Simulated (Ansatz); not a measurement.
# Mg4SeS3: relaxing a made-up structure

Starting from a made-up structure for Mg4SeS3, the aim is the relaxed cell, its shortest contacts and, where a second run follows, its electronic structure.

Main program and level: Ansatz 0.2.0; DFT, PBE, plane-wave PAW, files of the set soft_1, scalar-relativistic, no spin, cell and ions relaxed at zero pressure; PAW set soft_1, in the first sound run; inputs show where later runs differ.

## 1. The structure

The structure is tetragonal, space group P-4m2 (No. 115). The conventional cell has a = 4.339 Å, b = 4.339 Å, c = 12.097 Å, α = 90.00°, β = 90.00°, γ = 90.00°. Nearest to Se lie 4 Mg at 2.55 Å. S has 4 Mg at 2.65 to 2.69 Å nearest. Nearest to S lie 4 Mg at 2.70 Å. Nearest to Mg lie 4 S at 2.69 to 2.70 Å. Nearest to Mg lie 2 Se at 2.55 Å and 2 S at 2.65 Å. Farther neighbours and most contacts between anions are not listed.

Coordinates:

```cif
data_structure
_symmetry_space_group_name_H-M 'P 1'
_symmetry_Int_Tables_number 1
_cell_length_a 4.3390
_cell_length_b 4.3390
_cell_length_c 12.0970
_cell_angle_alpha 90.000
_cell_angle_beta 90.000
_cell_angle_gamma 90.000
_cell_volume 227.75
loop_
_atom_site_label
_atom_site_type_symbol
_atom_site_fract_x
_atom_site_fract_y
_atom_site_fract_z
_atom_site_occupancy
Se1 Se 0.00000 0.00000 0.50000 1
S2 S 0.50000 0.50000 0.73640 1
S3 S 0.00000 0.00000 0.00000 1
S4 S 0.50000 0.50000 0.26360 1
Mg5 Mg 0.00000 0.50000 0.86770 1
Mg6 Mg 0.50000 0.00000 0.13230 1
Mg7 Mg 0.00000 0.50000 0.38870 1
Mg8 Mg 0.50000 0.00000 0.61130 1
```

## 2. Relaxation of the guess

The guess takes its coordinates from another compound and its volume from a rule, so the cell and any free coordinates are relaxed together.

input.yaml

```yaml
crystal:
  lattice:
    - [4.339, 0.0, 0.0]
    - [0.0, 4.339, 0.0]
    - [0.0, 0.0, 12.097]
  atoms:
    - { symbol: Se, position: [0.0, 0.0, 0.5] }
    - { symbol: S, position: [0.5, 0.5, 0.7364] }
    - { symbol: S, position: [0.0, 0.0, 0.0] }
    - { symbol: S, position: [0.5, 0.5, 0.2636] }
    - { symbol: Mg, position: [0.0, 0.5, 0.8677] }
    - { symbol: Mg, position: [0.5, 0.0, 0.1323] }
    - { symbol: Mg, position: [0.0, 0.5, 0.3887] }
    - { symbol: Mg, position: [0.5, 0.0, 0.6113] }
kpoints:
  mp_grid: { grid: [6, 6, 3] }
scf:
  occupations: { method: fermi_dirac, width: 0.05 }
hamiltonian:
  xc: pbe
  pseudopotentials: { kind: paw, azcp: { folder: soft_1 } }
relax:
  f_tol: 0.015
  max_steps: 70
  cell: {}
output:
  forces: true
  stress: true
```

Run with:

```console
$ ansatz run input.yaml --threads 4 --pin off --max-ram 10240MiB --backend cpu --events-out ev --progress --plain --runs-dir out
```

Numbers of over 12 decimals in the logs are rounded to 6 here.

Output:

```text
Engine: ansatz 0.2.0, aarch64-unknown-linux-gnu
Pseudopotentials: kind: paw
Pseudopotential: Se, paw, valence charge 16, recommended cutoff 420 eV (normal), soft_1/Se.paw.azcp
Pseudopotential: S, paw, valence charge 6, recommended cutoff 420 eV (normal), soft_1/S.paw.azcp
Pseudopotential: Mg, paw, valence charge 10, recommended cutoff 420 eV (normal), soft_1/Mg.paw.azcp
Functional definition: PBE
  parameter kappa = 0.804
  parameter beta = 0.066725
  exchange = pbe_x(kappa = kappa, mu = beta*pi^2/3)
  correlation = pbe_c(beta = beta)
Crystal: 8 atoms, lattice volume = 227.749 Å³
Basis set: ecut = 420 eV, 4465 PW (Γ), exchange–correlation on 60×60×162 points (8 copies of the dense FFT grid, shifted against one another)
Bands: 45, of which v1, the nominal top of the filled ones, is band 37 counted from 1 (36 counted from 0)
Symmetry: 8 space group operations
Space group: P-4m2 (ITA 115), of the structure as read, at distance tolerance 6.1e-5 Å
k-points: 20 of 108 (time reversal used)
Non-local potential: Se, projectors of the file, l = 0: 2, l = 1: 2, l = 2: 3, l = 3: 1
Non-local potential: S, projectors of the file, l = 0: 2, l = 1: 2, l = 2: 1
Non-local potential: Mg, projectors of the file, l = 0: 3, l = 1: 2, l = 2: 1
PAW form: soft (Blöchl's): semilocal exchange-correlation on the pseudo side does not see the compensation charge
PAW one-centre angular grid: Se, 590 points (default); XC on 64 Gauss nodes
PAW one-centre angular grid: S, 110 points (default); XC on 64 Gauss nodes
PAW one-centre angular grid: Mg, 110 points (default); XC on 64 Gauss nodes
Initial density: superposition of atomic densities (chi_scale 0.1, normalization cell, long waves kept (reshape's long-wave potential 0.33 eV rms))
Initial wavefunctions: pseudopotential atomic-orbital guess
Functional: x = pbe(κ = 0.804, μ = 0.219515), c = pbe(β = 0.066725)
SCF iter   1: F=—  HF=-15880.947771 eV  |F-HF|=—  |Δ(HF+E_count)|=         —  Δρ=3.66e-2  dr2=3.39e0  ethr=3.10e-3  ⟨swp⟩=10.0  Hψ=4547  notcnv=0  defer=2
preconditioner: auto → Resta (q_TF=auto, 2.262 Å⁻¹)  ε∞=3.5  [insulator: Δε(μ)=1.801 eV  Ē_g=8.836 eV  σ=0.050 eV  W_gap=1.00  n_scr=48 (ndim 8)  ℏωp=13.9 eV  f_vac=0.012  D(μ)=0.00/eV (n_scr^D=0)  ε∞_Penn≈3.5]
SCF iter   2: F=—  HF=-15880.294244 eV  |F-HF|=—  |Δ(HF+E_count)|=   6.54e-1  Δρ=1.84e-2  dr2=7.57e-1  ethr=3.10e-3  ⟨swp⟩=3.8  Hψ=1817  notcnv=0  defer=60
SCF iter   3: F=—  HF=-15880.288768 eV  |F-HF|=—  |Δ(HF+E_count)|=   5.48e-3  Δρ=4.50e-3  dr2=6.33e-2  ethr=1.02e-3  ⟨swp⟩=3.5  Hψ=1739  notcnv=0  defer=58
SCF iter   4: F=—  HF=-15880.307229 eV  |F-HF|=—  |Δ(HF+E_count)|=   1.85e-2  Δρ=1.27e-3  dr2=6.49e-3  ethr=8.55e-5  ⟨swp⟩=2.2  Hψ=1743  notcnv=0  defer=53
SCF iter   5: F=—  HF=-15880.309594 eV  |F-HF|=—  |Δ(HF+E_count)|=   2.37e-3  Δρ=5.92e-4  dr2=8.82e-4  ethr=8.77e-6  ⟨swp⟩=2.0  Hψ=1575  notcnv=0  defer=53
SCF iter   6: F=—  HF=-15880.311409 eV  |F-HF|=—  |Δ(HF+E_count)|=   1.82e-3  Δρ=1.31e-4  dr2=7.58e-5  ethr=1.19e-6  ⟨swp⟩=2.0  Hψ=1544  notcnv=0  defer=53
SCF iter   7: F=—  HF=-15880.311749 eV  |F-HF|=—  |Δ(HF+E_count)|=   3.39e-4  Δρ=4.62e-5  dr2=7.61e-6  ethr=1.02e-7  ⟨swp⟩=2.0  Hψ=1183  notcnv=0  defer=53
SCF iter   8: F=—  HF=-15880.311768 eV  |F-HF|=—  |Δ(HF+E_count)|=   1.93e-5  Δρ=1.24e-5  dr2=4.58e-7  ethr=1.03e-8  ⟨swp⟩=2.3  Hψ=1320  notcnv=0  defer=53
SCF iter   9: F=-15880.311769 eV  HF=-15880.311769 eV  |F-HF|=1.13e-8  |Δ(HF+E_count)|=   1.19e-6  Δρ=3.90e-6  dr2=6.89e-8  ethr=1.35e-10  ⟨swp⟩=5.3  Hψ=3295  notcnv=0
SCF 1 converged in 9 iterations: F = -15880.311769 eV  dr2 = 6.89e-8
  greatest PAW one-centre occupation: 1.000 electrons in one spin orbital (limit 2), on the Mg atom at site 7 (counted from 0), in its partial waves of l = 0
relax step   1: F+E_penalty+E_count = -15880.31176903 eV  Δ(F+E_penalty+E_count) = +0.000e0 eV  max|allowed force component| = 1.174e0 eV/Å  Δτ_max = 0.0000 Å  P = -5.800 GPa  Ω = 227.749 Å³  (9 SCF iters, dr2 threshold 1.00e-7 eV, accepted)
Crystal: 8 atoms, lattice volume = 203.663 Å³
Basis set: ecut = 420 eV, 3919 PW (Γ), exchange–correlation on 60×60×162 points (8 copies of the dense FFT grid, shifted against one another)
Initial density: handed on by an earlier stage of this run
Initial wavefunctions: those handed on with the density
iter 1 solved again at ethr=2.06e-4 eV; its pass at ethr=3.10e-3 eV (dr2=1.53e-1 eV) is discarded
SCF iter   1: F=—  HF=-15881.337435 eV  |F-HF|=—  |Δ(HF+E_count)|=         —  Δρ=1.07e-2  dr2=1.54e-1  ethr=2.06e-4  ⟨swp⟩=1.3  Hψ=4656  notcnv=0
preconditioner: auto → Resta (q_TF=auto, 2.305 Å⁻¹)  ε∞=3.5  [insulator: Δε(μ)=2.739 eV  Ē_g=9.330 eV  σ=0.050 eV  W_gap=1.00  n_scr=48 (ndim 8)  ℏωp=14.7 eV  f_vac=0.033  D(μ)=0.00/eV (n_scr^D=0)  ε∞_Penn≈3.5]
SCF iter   2: F=—  HF=-15881.326711 eV  |F-HF|=—  |Δ(HF+E_count)|=   1.07e-2  Δρ=5.76e-3  dr2=4.90e-2  ethr=2.06e-4  ⟨swp⟩=2.5  Hψ=1071  notcnv=0
SCF iter   3: F=—  HF=-15881.331527 eV  |F-HF|=—  |Δ(HF+E_count)|=   4.82e-3  Δρ=7.94e-4  dr2=1.93e-3  ethr=6.62e-5  ⟨swp⟩=2.2  Hψ=1506  notcnv=0
SCF iter   4: F=—  HF=-15881.332174 eV  |F-HF|=—  |Δ(HF+E_count)|=   6.47e-4  Δρ=3.26e-4  dr2=3.76e-4  ethr=2.61e-6  ⟨swp⟩=2.0  Hψ=1560  notcnv=0
SCF iter   5: F=—  HF=-15881.332378 eV  |F-HF|=—  |Δ(HF+E_count)|=   2.04e-4  Δρ=1.27e-4  dr2=4.57e-5  ethr=5.08e-7  ⟨swp⟩=2.0  Hψ=1560  notcnv=0
SCF iter   6: F=—  HF=-15881.332420 eV  |F-HF|=—  |Δ(HF+E_count)|=   4.21e-5  Δρ=4.14e-5  dr2=3.94e-6  ethr=6.18e-8  ⟨swp⟩=2.0  Hψ=1560  notcnv=0
SCF iter   7: F=-15881.332430 eV  HF=-15881.332429 eV  |F-HF|=1.15e-6  |Δ(HF+E_count)|=   9.66e-6  Δρ=1.35e-5  dr2=4.48e-7  ethr=1.08e-9  ⟨swp⟩=5.1  Hψ=3413  notcnv=0
SCF 2 converged in 7 iterations: F = -15881.332430 eV  dr2 = 4.48e-7
relax step   2: F+E_penalty+E_count = -15881.33243046 eV  Δ(F+E_penalty+E_count) = -1.021e0 eV  max|allowed force component| = 3.060e-1 eV/Å  Δτ_max = 0.1948 Å  P = -2.595 GPa  Ω = 203.663 Å³  energy of the carried Pulay correction = +9.488e-4 eV  (7 SCF iters, dr2 threshold 8.00e-7 eV, accepted)
Crystal: 8 atoms, lattice volume = 186.880 Å³
Basis set: ecut = 420 eV, 3679 PW (Γ), exchange–correlation on 60×60×162 points (8 copies of the dense FFT grid, shifted against one another)
iter 1 solved again at ethr=2.49e-4 eV; its pass at ethr=3.10e-3 eV (dr2=1.84e-1 eV) is discarded
SCF iter   1: F=—  HF=-15881.478880 eV  |F-HF|=—  |Δ(HF+E_count)|=         —  Δρ=1.14e-2  dr2=1.82e-1  ethr=2.49e-4  ⟨swp⟩=1.4  Hψ=4760  notcnv=0
preconditioner: auto → Resta (q_TF=auto, 2.338 Å⁻¹)  ε∞=3.5  [insulator: Δε(μ)=2.682 eV  Ē_g=9.708 eV  σ=0.050 eV  W_gap=1.00  n_scr=48 (ndim 8)  ℏωp=15.4 eV  f_vac=0.025  D(μ)=0.00/eV (n_scr^D=0)  ε∞_Penn≈3.5]
SCF iter   2: F=—  HF=-15881.466604 eV  |F-HF|=—  |Δ(HF+E_count)|=   1.23e-2  Δρ=6.15e-3  dr2=5.00e-2  ethr=2.45e-4  ⟨swp⟩=3.2  Hψ=1147  notcnv=0
SCF iter   3: F=—  HF=-15881.472754 eV  |F-HF|=—  |Δ(HF+E_count)|=   6.15e-3  Δρ=8.40e-4  dr2=1.75e-3  ethr=6.76e-5  ⟨swp⟩=3.4  Hψ=1647  notcnv=0  defer=18
SCF iter   4: F=—  HF=-15881.473564 eV  |F-HF|=—  |Δ(HF+E_count)|=   8.11e-4  Δρ=3.02e-4  dr2=2.87e-4  ethr=2.36e-6  ⟨swp⟩=2.0  Hψ=1614  notcnv=0  defer=18
SCF iter   5: F=—  HF=-15881.473536 eV  |F-HF|=—  |Δ(HF+E_count)|=   2.86e-5  Δρ=1.46e-4  dr2=5.31e-5  ethr=3.88e-7  ⟨swp⟩=2.0  Hψ=1517  notcnv=0  defer=18
SCF iter   6: F=—  HF=-15881.473588 eV  |F-HF|=—  |Δ(HF+E_count)|=   5.24e-5  Δρ=4.67e-5  dr2=8.03e-6  ethr=7.18e-8  ⟨swp⟩=3.0  Hψ=1715  notcnv=0  defer=18
SCF iter   7: F=-15881.473593 eV  HF=-15881.473592 eV  |F-HF|=5.91e-7  |Δ(HF+E_count)|=   3.70e-6  Δρ=1.39e-5  dr2=4.47e-7  ethr=1.08e-9  ⟨swp⟩=4.0  Hψ=4557  notcnv=0
SCF 3 converged in 7 iterations: F = -15881.473593 eV  dr2 = 4.47e-7
  greatest PAW one-centre occupation: 1.000 electrons in one spin orbital (limit 2), on the Mg atom at site 5 (counted from 0), in its partial waves of l = 0
relax step   3: F+E_penalty+E_count = -15881.47359258 eV  Δ(F+E_penalty+E_count) = -1.412e-1 eV  max|allowed force component| = 2.220e-1 eV/Å  Δτ_max = 0.1952 Å  P = +1.568 GPa  Ω = 186.880 Å³  energy of the carried Pulay correction = +1.675e-3 eV  (7 SCF iters, dr2 threshold 8.00e-7 eV, accepted)
Crystal: 8 atoms, lattice volume = 192.661 Å³
Basis set: ecut = 420 eV, 3791 PW (Γ), exchange–correlation on 60×60×162 points (8 copies of the dense FFT grid, shifted against one another)
iter 1 solved again at ethr=3.57e-5 eV; its pass at ethr=3.10e-3 eV (dr2=2.64e-2 eV) is discarded
SCF iter   1: F=—  HF=-15881.518302 eV  |F-HF|=—  |Δ(HF+E_count)|=         —  Δρ=4.10e-3  dr2=2.50e-2  ethr=3.57e-5  ⟨swp⟩=1.9  Hψ=4561  notcnv=0
preconditioner: auto → Resta (q_TF=auto, 2.326 Å⁻¹)  ε∞=3.5  [insulator: Δε(μ)=2.953 eV  Ē_g=9.595 eV  σ=0.050 eV  W_gap=1.00  n_scr=48 (ndim 8)  ℏωp=15.1 eV  f_vac=0.053  D(μ)=0.00/eV (n_scr^D=0)  ε∞_Penn≈3.5]
SCF iter   2: F=—  HF=-15881.517341 eV  |F-HF|=—  |Δ(HF+E_count)|=   9.62e-4  Δρ=2.23e-3  dr2=6.81e-3  ethr=3.38e-5  ⟨swp⟩=2.0  Hψ=972  notcnv=0
SCF iter   3: F=—  HF=-15881.518605 eV  |F-HF|=—  |Δ(HF+E_count)|=   1.26e-3  Δρ=3.05e-4  dr2=2.47e-4  ethr=9.20e-6  ⟨swp⟩=2.1  Hψ=1445  notcnv=0
SCF iter   4: F=—  HF=-15881.518732 eV  |F-HF|=—  |Δ(HF+E_count)|=   1.27e-4  Δρ=1.08e-4  dr2=4.15e-5  ethr=3.33e-7  ⟨swp⟩=2.0  Hψ=1560  notcnv=0
SCF iter   5: F=—  HF=-15881.518716 eV  |F-HF|=—  |Δ(HF+E_count)|=   1.59e-5  Δρ=5.31e-5  dr2=8.37e-6  ethr=5.61e-8  ⟨swp⟩=2.0  Hψ=1560  notcnv=0
SCF iter   6: F=—  HF=-15881.518725 eV  |F-HF|=—  |Δ(HF+E_count)|=   8.48e-6  Δρ=2.01e-5  dr2=1.92e-6  ethr=1.13e-8  ⟨swp⟩=2.0  Hψ=1215  notcnv=0
SCF iter   7: F=-15881.518725 eV  HF=-15881.518725 eV  |F-HF|=6.13e-8  |Δ(HF+E_count)|=   3.80e-7  Δρ=5.59e-6  dr2=9.35e-8  ethr=1.08e-9  ⟨swp⟩=5.0  Hψ=3362  notcnv=0
SCF 4 converged in 7 iterations: F = -15881.518725 eV  dr2 = 9.35e-8
relax step   4: F+E_penalty+E_count = -15881.51872502 eV  Δ(F+E_penalty+E_count) = -4.513e-2 eV  max|allowed force component| = 3.008e-2 eV/Å  Δτ_max = 0.0651 Å  P = -0.138 GPa  Ω = 192.661 Å³  energy of the carried Pulay correction = +1.419e-3 eV  (7 SCF iters, dr2 threshold 8.00e-7 eV, accepted)
Crystal: 8 atoms, lattice volume = 192.155 Å³
iter 1 solved again at ethr=2.80e-7 eV; its pass at ethr=3.10e-3 eV (dr2=2.07e-4 eV) is discarded
SCF iter   1: F=—  HF=-15881.519241 eV  |F-HF|=—  |Δ(HF+E_count)|=         —  Δρ=3.75e-4  dr2=1.88e-4  ethr=2.80e-7  ⟨swp⟩=2.9  Hψ=4321  notcnv=0
preconditioner: auto → Resta (q_TF=auto, 2.327 Å⁻¹)  ε∞=3.5  [insulator: Δε(μ)=2.872 eV  Ē_g=9.602 eV  σ=0.050 eV  W_gap=1.00  n_scr=48 (ndim 8)  ℏωp=15.2 eV  f_vac=0.044  D(μ)=0.00/eV (n_scr^D=0)  ε∞_Penn≈3.5]
SCF iter   2: F=—  HF=-15881.519236 eV  |F-HF|=—  |Δ(HF+E_count)|=   4.78e-6  Δρ=2.04e-4  dr2=5.44e-5  ethr=2.54e-7  ⟨swp⟩=1.0  Hψ=900  notcnv=0
SCF iter   3: F=—  HF=-15881.519203 eV  |F-HF|=—  |Δ(HF+E_count)|=   3.32e-5  Δρ=2.63e-5  dr2=1.89e-6  ethr=7.35e-8  ⟨swp⟩=2.0  Hψ=1391  notcnv=0
SCF iter   4: F=—  HF=-15881.519204 eV  |F-HF|=—  |Δ(HF+E_count)|=   1.10e-6  Δρ=9.14e-6  dr2=2.63e-7  ethr=2.55e-9  ⟨swp⟩=2.0  Hψ=1560  notcnv=0
SCF iter   5: F=-15881.519204 eV  HF=-15881.519204 eV  |F-HF|=3.23e-8  |Δ(HF+E_count)|=   7.59e-9  Δρ=4.06e-6  dr2=4.38e-8  ethr=7.64e-11  ⟨swp⟩=5.0  Hψ=3488  notcnv=0
SCF 5 converged in 5 iterations: F = -15881.519204 eV  dr2 = 4.38e-8
relax step   5: F+E_penalty+E_count = -15881.51920418 eV  Δ(F+E_penalty+E_count) = -4.792e-4 eV  max|allowed force component| = 1.026e-3 eV/Å  Δτ_max = 0.0061 Å  P = -0.001 GPa  Ω = 192.155 Å³  energy of the carried Pulay correction = +1.441e-3 eV  (5 SCF iters, dr2 threshold 5.65e-8 eV, accepted)
Basis set: ecut = 420 eV, 3791 PW (Γ), exchange–correlation on 60×60×160 points (8 copies of the dense FFT grid, shifted against one another)
Initial wavefunctions: pseudopotential atomic-orbital guess (no wavefunctions were taken with the density)
iter 1 solved again at ethr=2.75e-7 eV; its pass at ethr=3.10e-3 eV (dr2=2.03e-4 eV) is discarded
SCF iter   1: F=—  HF=-15881.517620 eV  |F-HF|=—  |Δ(HF+E_count)|=         —  Δρ=7.10e-5  dr2=1.25e-6  ethr=2.75e-7  ⟨swp⟩=3.8  Hψ=6528  notcnv=0
preconditioner: auto → Resta (q_TF=auto, 2.327 Å⁻¹)  ε∞=3.5  [insulator: Δε(μ)=2.878 eV  Ē_g=9.603 eV  σ=0.050 eV  W_gap=1.00  n_scr=48 (ndim 8)  ℏωp=15.2 eV  f_vac=0.045  D(μ)=0.00/eV (n_scr^D=0)  ε∞_Penn≈3.5]
SCF iter   2: F=—  HF=-15881.517539 eV  |F-HF|=—  |Δ(HF+E_count)|=   8.15e-5  Δρ=3.54e-5  dr2=3.41e-7  ethr=1.69e-9  ⟨swp⟩=2.1  Hψ=1647  notcnv=0
SCF iter   3: F=—  HF=-15881.517541 eV  |F-HF|=—  |Δ(HF+E_count)|=   1.99e-6  Δρ=7.70e-6  dr2=2.15e-8  ethr=4.61e-10  ⟨swp⟩=2.0  Hψ=1468  notcnv=0
SCF iter   4: F=—  HF=-15881.517541 eV  |F-HF|=—  |Δ(HF+E_count)|=   1.03e-7  Δρ=1.31e-6  dr2=1.98e-9  ethr=2.91e-11  ⟨swp⟩=2.0  Hψ=1640  notcnv=0
SCF iter   5: F=—  HF=-15881.517541 eV  |F-HF|=—  |Δ(HF+E_count)|=   2.82e-9  Δρ=3.43e-7  dr2=3.74e-10  ethr=2.67e-12  ⟨swp⟩=2.0  Hψ=1560  notcnv=0
SCF iter   6: F=-15881.517541 eV  HF=-15881.517541 eV  |F-HF|=2.00e-11  |Δ(HF+E_count)|=  6.64e-10  Δρ=7.94e-8  dr2=2.12e-11  ethr=1.00e-12  ⟨swp⟩=5.0  Hψ=3250  notcnv=0
SCF 6 converged in 6 iterations: F = -15881.517541 eV  dr2 = 2.12e-11
relax step   6: F+E_penalty+E_count = -15881.51754109 eV  Δ(F+E_penalty+E_count) = +1.663e-3 eV  max|allowed force component| = 1.078e-3 eV/Å  Δτ_max = 0.0000 Å  P = +0.000 GPa  Ω = 192.155 Å³  stress off target by 8.66e-4 GPa  SCF on the basis re-selected at this cell (its energy is not comparable with the rows above)  (6 SCF iters)
basis re-selected at this cell: Δ(F+E_penalty+E_count) = +1.663e-3 eV, ΔP = +0.001 GPa vs the last step (what re-selecting the basis moved, of the pressure what is left beyond the Pulay correction that the steps carried, after the strain that the cell walked since its last selection, with what the two solves' SCF thresholds leave and, on support functions, any second-order correction that the steps lacked; it is no measure of the basis error at this ecutwfc). The dense FFT grid was sized anew with the basis: this SCF ran on 30×30×80 points, the steps before it on 30×30×81, so part of this shift can come from that change (see relax.cell in the input reference). [rest of the remark cut]
SCF converged after 6 iterations
Free energy (F): -15881.517541 eV
Harris-Foulkes:  -15881.517541 eV  (|F-HF|=2.00e-11)
Internal energy: -15881.517541 eV  (E = F + TS)
E sigma→0 (E₀):  -15881.517541 eV
Fermi energy:    4.943093 eV
--- Per-component energies (eV) ---
  E_band       = -1902.660477
  E_kinetic    = 712.404636
  E_local      = -11220.863227  (includes V_loc(G=0)·N_el)
  E_nonlocal   = 527.746299
  E_hartree    = 4474.996199
  E_xc         = -461.167398
  E_vxc        = -479.339996  (∫ρ·V_xc dr)
  E_paw        = -5160.424361  (= ΣΔE_a)
  E_vpaw       = -392.599422  (= ΣTr[D̂ρ^β])
  E_aug_tail   = -0.000946  (compensation charges beyond the density's cutoff)
  E_ewald      = -4754.208743
  E_smearing   = -0.000000  (= −TS)
  E_closure    = 0.000000  (closes the sum)
  Σ components = -15881.517541   (vs F -15881.517541, Δ=0.00e0)
--- Forces (eV/Å), atoms counted from 1 ---
  atom   1  Se    -0.00000000     0.00000000    -0.00000000
  atom   2  S     -0.00000000     0.00000000    -0.00019990
  atom   3  S     -0.00000000     0.00000000    -0.00000000
  atom   4  S     -0.00000000     0.00000000     0.00019990
  atom   5  Mg     0.00000000    -0.00000000    -0.00014609
  atom   6  Mg     0.00000000    -0.00000000     0.00014609
  atom   7  Mg     0.00000000    -0.00000000    -0.00107758
  atom   8  Mg     0.00000000    -0.00000000     0.00107758
  max |Σ_I F_I| component: 1.77e-16 eV/Å
--- Stress (GPa, compression-positive) ---
        0.000866      -0.000000       0.000000
       -0.000000       0.000866       0.000000
        0.000000       0.000000      -0.000517
  P = ⅓ Tr σ = 0.0004 GPa (0.004 kbar)
--- Relaxed structure (5 steps of the walk, 5 accepted, 1 SCFs on fresh bases) ---
  F+E_penalty+E_count = -15881.51754109 eV   max|allowed force component| = 1.078e-3 eV/Å   (the final SCF, on the basis selected at the relaxed cell)
  cell:  # Å, volume = 192.1554 Å³
    - [4.083980, 0, 0]
    - [0, 4.083980, 0.0]
    - [0, 0.0, 11.520871]
  atoms:
    - { symbol: Se, position: [0, 0, 0.500000] }
    - { symbol: S, position: [0.5, 0.5, 0.757398] }
    - { symbol: S, position: [0, 0, 0.0] }
    - { symbol: S, position: [0.5, 0.5, 0.242602] }
    - { symbol: Mg, position: [0, 0.5, 0.878827] }
    - { symbol: Mg, position: [0.5, 0, 0.121173] }
    - { symbol: Mg, position: [0, 0.5, 0.364603] }
    - { symbol: Mg, position: [0.5, 0, 0.635397] }
```

Wall time 24 s (4 threads of Arm Neoverse V1, shared host); peak memory 0.59 GiB; 90 s of CPU time.

The steps of the relaxation:

| step | energy less that of the first step (eV) | largest force component (eV/Å) | pressure (GPa) | volume (Å³) |
| --- | --- | --- | --- | --- |
| 1 | 0.0000 | 1.1742 | -5.80 | 227.75 |
| 2 | -1.0207 | 0.3060 | -2.59 | 203.66 |
| 3 | -1.1618 | 0.2220 | 1.57 | 186.88 |
| 4 | -1.2070 | 0.0301 | -0.14 | 192.66 |
| 5 | -1.2074 | 0.0010 | 0.00 | 192.16 |
| 6* | -1.2058 | 0.0011 | 0.00 | 192.16 |

Relaxation steps marked * repeat the geometry before them on a plane-wave basis chosen anew for their cell, so energy and pressure can jump there.

Forces are held to the 8 operations that the run works with; a distortion that breaks them can't arise in this run.

| conventional cell, symmetrised | before | after | change |
| --- | --- | --- | --- |
| a (Å) | 4.339 | 4.084 | -5.9 % |
| b (Å) | 4.339 | 4.084 | -5.9 % |
| c (Å) | 12.097 | 11.521 | -4.8 % |
| volume (Å³/atom) | 28.47 | 24.02 | -15.6 % |

The atoms that moved most (Å, as changes of fractional coordinates times the final cell):

| atom | dx | dy | dz | length |
| --- | --- | --- | --- | --- |
| Mg7 | 0.000 | 0.000 | -0.278 | 0.278 |
| Mg8 | 0.000 | 0.000 | 0.278 | 0.278 |
| S4 | 0.000 | 0.000 | -0.242 | 0.242 |
| S2 | 0.000 | 0.000 | 0.242 | 0.242 |
| Mg6 | 0.000 | 0.000 | -0.128 | 0.128 |
| Mg5 | 0.000 | 0.000 | 0.128 | 0.128 |

Final coordinates:

```cif
data_structure
_symmetry_space_group_name_H-M 'P 1'
_symmetry_Int_Tables_number 1
_cell_length_a 4.0840
_cell_length_b 4.0840
_cell_length_c 11.5209
_cell_angle_alpha 90.000
_cell_angle_beta 90.000
_cell_angle_gamma 90.000
_cell_volume 192.16
loop_
_atom_site_label
_atom_site_type_symbol
_atom_site_fract_x
_atom_site_fract_y
_atom_site_fract_z
_atom_site_occupancy
Se1 Se 0.00000 0.00000 0.50000 1
S2 S 0.50000 0.50000 0.75740 1
S3 S 0.00000 0.00000 0.00000 1
S4 S 0.50000 0.50000 0.24260 1
Mg5 Mg 0.00000 0.50000 0.87883 1
Mg6 Mg 0.50000 0.00000 0.12117 1
Mg7 Mg 0.00000 0.50000 0.36460 1
Mg8 Mg 0.50000 0.00000 0.63540 1
```

Numbers from this step:

* free energy: -15881.5175 eV
* Fermi energy: 4.943 eV
* gap by band count: 2.878 eV
* electrons: 74
* symmetry operations: 8
* pressure: 4.05e-4 GPa

The shortest distance of each pair, which need not be the same contact before and after:

| pair | guess (Å) | relaxed (Å) |
| --- | --- | --- |
| Mg–S | 2.645 | 2.474 |
| Mg–Se | 2.553 | 2.570 |
| Mg–Mg | 4.082 | 4.017 |
| S–S | 4.339 | 4.019 |
| Se–Se | 4.339 | 4.084 |

The relaxation ends with a largest force component of 0.0011 eV/Å and a pressure of 0.00 GPa.

(Continued in part 2 of 2.)

[Logs are printed without paths, hosts, clocks, repeated set-up lines and the standing remarks that a program may print on its own settings, such as how far it seeks lower states.]

[Hosts, paths, dates, database ids (printed as entryN), source tags and the programs' standing remarks are cut or masked in the printed files.]
